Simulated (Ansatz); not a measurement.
# The perfect C wire along [111], 14 atoms a period, H-terminated, part 2 of 2

Aim: is the C wire along [111], 14 atoms a period, H-terminated a metal or a semiconductor?

Ansatz 0.2.0; DFT PBE, plane waves, PAW; relaxation of a wire's period (the session's first sound run).

So far, band gap (eV): step 3 (the perfect wire, PBE) 4.77; step 4 (levels at the same atoms, level LDA, cutoff 420 eV, LDA PBE) 4.90; step 5 (another level of theory, level PBEsol, cutoff 420 eV, PBEsol PBE) 4.82; step 6 (levels at the same atoms, level r2SCAN, cutoff 500 eV, r2SCAN PBE) 5.44.

## (8) At a strained period, period over the relaxed period 0.94, k-mesh 1×1×11 (continued)

Electronic bands along the path, in eV, zero at the Fermi level:

```tsv
point	band 34	band 35	band 36	band 37	band 38	band 39	band 40	band 41
Γ	-3.45	-2.57	-2.57	-2.35	2.35	3.16	3.25	3.39
halfway	-3.35	-2.59	-2.59	-2.57	2.56	3.38	3.52	3.64
Z	-2.97	-2.97	-2.80	-2.80	3.15	3.29	4.03	4.12
```

The gap is 4.70 eV, against 4.77 eV under PBE at the relaxed period.

## (9) At a strained period, period over the relaxed period 1.1, k-mesh 1×1×9

The period is set to 1.1 times the relaxed one and the atoms relax within it: strain changes bond lengths and angles, which shifts the bands against each other. Against the first PBE run of this kind, the mesh along the wire has 9 points against 13.

The cell differs from the one that the last finished run ended in (c 5.980 → 6.998 Å).

input.yaml reads:

```yaml
crystal:
  lattice:
    - [11.153, 0.0, 0.0]
    - [0.0, 11.827, 0.0]
    - [0.0, 0.0, 6.9977934509]
  atoms:
    - { symbol: C, position: [0.500014505, 0.500000692, 0.000128335] }
    - { symbol: C, position: [0.500014505, 0.499999308, 0.249871665] }
    - { symbol: H, position: [0.305782656, 0.480557017, 0.284630526] }
    - { symbol: H, position: [0.385031647, 0.35110351, 0.284617084] }
    - { symbol: H, position: [0.420760012, 0.668348737, 0.284626885] }
    - { symbol: H, position: [0.579268998, 0.668348737, 0.284626885] }
    - { symbol: H, position: [0.614997363, 0.35110351, 0.284617084] }
    - { symbol: H, position: [0.694246354, 0.480557017, 0.284630526] }
[... 20 atom lines left out ...]
    - { symbol: H, position: [0.420760012, 0.331651263, 0.965373115] }
    - { symbol: H, position: [0.579268998, 0.331651263, 0.965373115] }
    - { symbol: H, position: [0.614997363, 0.64889649, 0.965382916] }
    - { symbol: H, position: [0.694246354, 0.519442983, 0.965369474] }
kpoints:
  mp_grid: { grid: [1, 1, 9] }
  band_path: { path: ["Γ", Z], npoints: 50 }
scf:
  occupations: { method: fermi_dirac, width: 0.05 }
hamiltonian:
  xc: pbe
relax:
  max_steps: 40
  f_tol: 0.02
output:
  stress: true
```

The run is started by

```sh
$ ansatz run input.yaml --threads 8 --pin off --max-ram 16384MiB --backend cpu --events-out ev --progress --plain --runs-dir out
```

The job ended after 32 s (8 threads of Intel Xeon Platinum 8488C (Sapphire Rapids), shared host; peak memory 3.4 GiB).

Relaxation path:

```tsv
step	energy less that of the first step (eV)	largest force component (eV/Å)
1	0.0000	0.9032
2	-0.7325	1.1037
3	-0.8735	0.5061
4	-0.9173	0.3296
5	-0.9329	0.0902
6	-0.9346	0.0063
7	-0.9346	0.0064
```

The run keeps the 4 symmetry operations that it works with, so distortions that break them were not tested.

The atoms that moved most (Å):

```tsv
atom	dx	dy	dz	length
H4	0.001	0.000	0.158	0.158
H7	-0.001	0.000	0.158	0.158
H28	0.001	0.000	-0.158	0.158
H31	-0.001	0.000	-0.158	0.158
H5	-0.001	-0.001	0.158	0.158
H6	0.001	-0.001	0.158	0.158
H30	0.001	0.001	-0.158	0.158
H29	-0.001	0.001	-0.158	0.158
```

Final coordinates:

```xyz
32
Lattice="11.1530 0.0000 0.0000 0.0000 11.8270 0.0000 0.0000 0.0000 6.9978" Properties=species:S:1:pos:R:3
C     5.5767    5.9135   -0.1109
C     5.5767    5.9135    1.8603
H     3.4108    5.6848    2.1495
H     4.2955    4.1522    2.1494
H     4.6919    7.9036    2.1494
H     6.4615    7.9036    2.1494
H     6.8578    4.1522    2.1494
H     7.7425    5.6848    2.1495
C     4.3434    5.2015    2.4842
C     5.5767    7.3375    2.4843
C     6.8099    5.2015    2.4842
C     4.3416    5.2004    4.0739
C     5.5767    7.3396    4.0739
C     6.8117    5.2004    4.0739
H     3.4251    7.1556    4.3602
H     5.5767    3.4291    4.3602
H     7.7282    7.1556    4.3602
H     3.4251    4.6714    4.3870
H     5.5767    8.3979    4.3871
H     7.7282    4.6714    4.3870
C     4.3416    6.6266    4.6734
C     5.5767    4.4874    4.6733
C     6.8117    6.6266    4.6734
C     4.3434    6.6255    6.2630
C     5.5767    4.4895    6.2630
C     6.8099    6.6255    6.2630
H     3.4108    6.1422    6.5978
H     4.2955    7.6748    6.5978
H     4.6919    3.9234    6.5978
H     6.4615    3.9234    6.5978
H     6.8578    7.6748    6.5978
H     7.7425    6.1422    6.5978
```

This step gave:

```
band gap : 4.259 eV
```

Electronic bands along the path, in eV, zero at the Fermi level:

```tsv
point	band 34	band 35	band 36	band 37	band 38	band 39	band 40	band 41
Γ	-4.02	-2.96	-2.96	-2.10	2.16	3.02	3.07	3.22
halfway	-3.80	-3.01	-3.01	-2.61	2.22	3.18	3.26	3.38
Z	-3.60	-3.58	-3.09	-3.09	2.51	2.81	3.68	3.68
```

The gap is 4.26 eV, against 4.77 eV under PBE at the relaxed period.

## (10) A repeat with changed settings

This step: DFT LDA, plane waves, PAW; bands of a perfect wire at the PBE geometry; changed: basis.ecutwfc = "44.1 Ry", crystal.symmetry = {"detect": false} (Ansatz 0.2.0).

The atoms of the band run (LDA) are kept and the input is varied, to see whether the result depends on it.

input.yaml, as its differences from that of step 9:

```diff
@@ -4,3 +4,3 @@
     - [0.0, 11.827, 0.0]
-    - [0.0, 0.0, 6.9977934509]
+    - [0.0, 0.0, 6.3616304099]
   atoms:
@@ -38,4 +38,5 @@
     - { symbol: H, position: [0.694246354, 0.519442983, 0.965369474] }
+  symmetry: { detect: false }
 kpoints:
-  mp_grid: { grid: [1, 1, 9] }
+  mp_grid: { grid: [1, 1, 10] }
   band_path: { path: ["Γ", Z], npoints: 50 }
@@ -44,7 +45,4 @@
 hamiltonian:
-  xc: pbe
-relax:
-  max_steps: 40
-  f_tol: 0.02
-output:
-  stress: true
+  xc: lda
+basis:
+  ecutwfc: "44.1 Ry"
```

Run time: 42 s. Hardware: 8 threads; peak memory 5.5 GiB.

Numbers from this step:

| Property | Result |
| --- | --- |
| band gap | 4.895 eV |

It took 42 s against 18 s for the run it varies.

The band gap stays within 0.2 % plus 0.001 of the run it varies.

Against step 4 (now cutoff 600.011 eV and other symmetry setting), the band gap goes from 4.90 to 4.89 eV and the free energy moves by -3.3 meV an atom. The band gap moves by under 1 % between these two settings.

## (11) Summary of results

- cell length, PBE: 6.362 Å
- gap, PBE: 4.77 eV
- gap, LDA: 4.90 eV
- gap, PBEsol: 4.82 eV
- gap, r2SCAN: 5.44 eV
- gap, period scaled by 0.94: 4.70 eV
- gap, period scaled by 1.1: 4.26 eV

In words: Under PBE the cell's length is 6.36 Å, and a gap of 4.77 eV makes it a semiconductor. At the relaxed period the wire is gapped under every functional, from 4.77 eV (PBE) to 5.44 eV (r2SCAN). Weak screening in one dimension makes quasiparticle gaps larger than the semilocal gaps, as a rule. Strain matters: under PBE the gap goes from 4.77 eV to 4.70 eV at 0.94 times the period and 4.26 eV at 1.1 times the period. Transport is coherent and elastic here: the atoms are frozen, so scattering by vibrations plays no part.

[Logs are printed without paths, hosts, clocks, repeated set-up lines and the standing remarks that a program may print on its own settings, such as how far it seeks lower states.]

[Hosts, paths, dates, database ids (printed as entryN), source tags and the programs' standing remarks are cut or masked in the printed files.]
